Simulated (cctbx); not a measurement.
# From intensities to atoms

Cell a = 5.2640 Å, b = 5.2640 Å, c = 7.1850 Å, α = 90.00°, β = 90.00°, γ = 120.00°; space group P6/mmm (no. 191); content Bi2 Ga2 Ni8.

The data are simulated with cctbx, not measured: Cu Kα, λ = 1.54184 Å, to d = 0.83 Å, 50 % of the full sphere, strongest reflection 20000 counts, noise from counting, a 2 % proportional error and a noise floor of 8 counts (s.d.); no absorption, and some extinction, which the refinements don't model.

1 earlier start (other random phases, and plain and normalised amplitudes in turn) led nowhere (symmetry correlation 0.91).

Charge flipping in P1 on normalised amplitudes to 0.83 Å, δ = 0.9 σ, 10 % of the reflections treated as weak, 600 cycles:

```text
cycle      R  skewness
    0  0.558     0.34
   50  0.376     1.75
  100  0.385     1.77
  150  0.389     1.83
  200  0.391     1.81
  250  0.401     1.97
  300  0.367     1.96
  350  0.390     1.78
  400  0.385     1.86
  450  0.372     1.79
  500  0.369     1.80
  550  0.386     1.94
origin shift          correlation  skewness
 0.043  0.488  0.336      0.857      2.95
 0.094  0.891  0.394      0.862      0.78
 0.716  0.825  0.084      0.844      1.97
 0.042  0.487  0.084      0.862      3.14
taken: symmetry correlation 0.862, skewness 3.14
peak      x       y       z  mult  height/sigma
Q1    0.0000  0.0000  0.5000    1     15.5
Q2    0.0000  0.0000  0.0000    1     10.5
Q3    0.3333  0.6667  0.5000    2      5.2
Q4    0.3333  0.6667  0.0000    2      5.1
Q5    0.0000  0.5000  0.2534    6      2.5
Q6    0.0000  0.3457  0.3448   12      2.3
Q7    0.2025  0.4049  0.2512   12      2.0
Q8    0.1279  0.4402  0.0000   12      1.9
Q9    0.0000  0.5000  0.5000    3      1.6
Q10   0.2172  0.6086  0.3677   12      1.5
```

The origin is taken among those within 0.04 of the best correlation, by the skewness of the map.

It took 0.55 s on 1 thread of Arm Neoverse V2 (shared host), peak memory 0.07 GiB.

Q: Assign the peaks.

Heights go roughly as Z and multiplicities must add up to the content. First model: Q1 = Bi1 (1 in the cell, height 15.5), Q2 = Bi2 (1 in the cell, height 10.5), Q3 = Ga1 (2 in the cell, height 5.2), Q4 = Ni1 (2 in the cell, height 5.1) and Q5 = Ni2 (6 in the cell, height 2.5). Against the true structure, Q1 is Bi, Q2 is Bi, Q3 is Ga, Q4 is Ni and Q5 is Ni; the other peaks are not atoms.

Least squares on F², isotropic:

```text
Rint 0.021, 90 unique reflections to 0.84 A
cycle     R1     wR2    GooF  max shift (A)
   1  0.2893  0.5443  35.619   0.31707
   3  0.0193  0.0442   2.895   0.00000
final R1 0.0193 wR2 0.0442 GooF 2.895  parameters 6  data/parameter 15.0
atom        x        y        z      Ueq    occ   su(xyz)  su(Uiso or U11)
Bi1    0.00000  0.00000  0.50000   0.0074  1.000  0.00000  0.0004
Bi2    0.00000  0.00000  0.00000   0.0074  1.000  0.00000  0.0004
Ga1    0.33333  0.66667  0.50000   0.0187  1.000  0.00000  0.0007
Ni1    0.33333  0.66667  0.00000   0.0115  1.000  0.00000  0.0008
Ni2    0.00000  0.50000  0.29755   0.0128  1.000  0.00033  0.0005
difference map: max 2.27 min -4.58 rms 0.29
Q1    0.0000  0.0000  0.0000    1    2.29  0.00 A from Bi2
Q2    0.0000  0.0000  0.5000    1    1.17  0.00 A from Bi1
Q3    0.0000  0.0000  0.1499    2    0.85  1.08 A from Bi2
Q4    0.0000  0.0000  0.2552    2    0.62  1.76 A from Bi1
Q5    0.0778  0.1555  0.2558   12    0.61  1.89 A from Bi1
```

Anisotropic refinement:

```text
Rint 0.021, 90 unique reflections to 0.84 A
cycle     R1     wR2    GooF  max shift (A)
   1  0.0193  0.0442   3.005   0.00153
   2  0.0081  0.0162   1.100   0.00000
final R1 0.0081 wR2 0.0162 GooF 1.100  parameters 12  data/parameter 7.5
atom        x        y        z      Ueq    occ   su(xyz)  su(Uiso or U11)
Bi1    0.00000  0.00000  0.50000   0.0073  1.000  0.00000  0.0002
Bi2    0.00000  0.00000  0.00000   0.0076  1.000  0.00000  0.0002
Ga1    0.33333  0.66667  0.50000   0.0187  1.000  0.00000  0.0004
Ni1    0.33333  0.66667  0.00000   0.0117  1.000  0.00000  0.0005
Ni2    0.00000  0.50000  0.29776   0.0130  1.000  0.00012  0.0004
difference map: max 0.62 min -0.80 rms 0.16
Q1    0.3333  0.6667  0.3090    4    0.64  1.37 A from Ga1
Q2    0.0000  0.0000  0.1865    2    0.47  1.34 A from Bi2
Q3    0.0000  0.0000  0.3974    2    0.47  0.74 A from Bi1
Q4    0.0000  0.3780  0.0000    6    0.40  1.65 A from Ni1
Q5    0.1517  0.3034  0.0000    6    0.33  1.38 A from Bi2
Q6    0.3333  0.6667  0.5000    2    0.30  0.00 A from Ga1
```

**Reading.** The refinement ends at R1 = 0.0081, wR2 = 0.0162, GooF = 1.10, with difference density between -0.80 and 0.62 e/Å³. Every site matches the true model in element, within 0.001 Å r.m.s., up to an allowed shift of origin.

True model:

| atom | mult. | x | y | z | Ueq (Å²) |
| --- | --- | --- | --- | --- | --- |
| Bi1 | 1 | 0 | 0 | 1/2 | 0.0076 |
| Bi2 | 1 | 0 | 0 | 0 | 0.0079 |
| Ga1 | 2 | 1/3 | 2/3 | 1/2 | 0.0187 |
| Ni1 | 6 | 0 | 1/2 | 0.2978 | 0.0134 |
| Ni2 | 2 | 1/3 | 2/3 | 0 | 0.0116 |

This is a model crystal, built by substitution and not relaxed, with assumed displacement parameters.

[Middle refinement cycles are left out of these outputs.]

[Logs are printed without paths, hosts, clocks, repeated set-up lines and the standing remarks that a program may print on its own settings, such as how far it seeks lower states.]
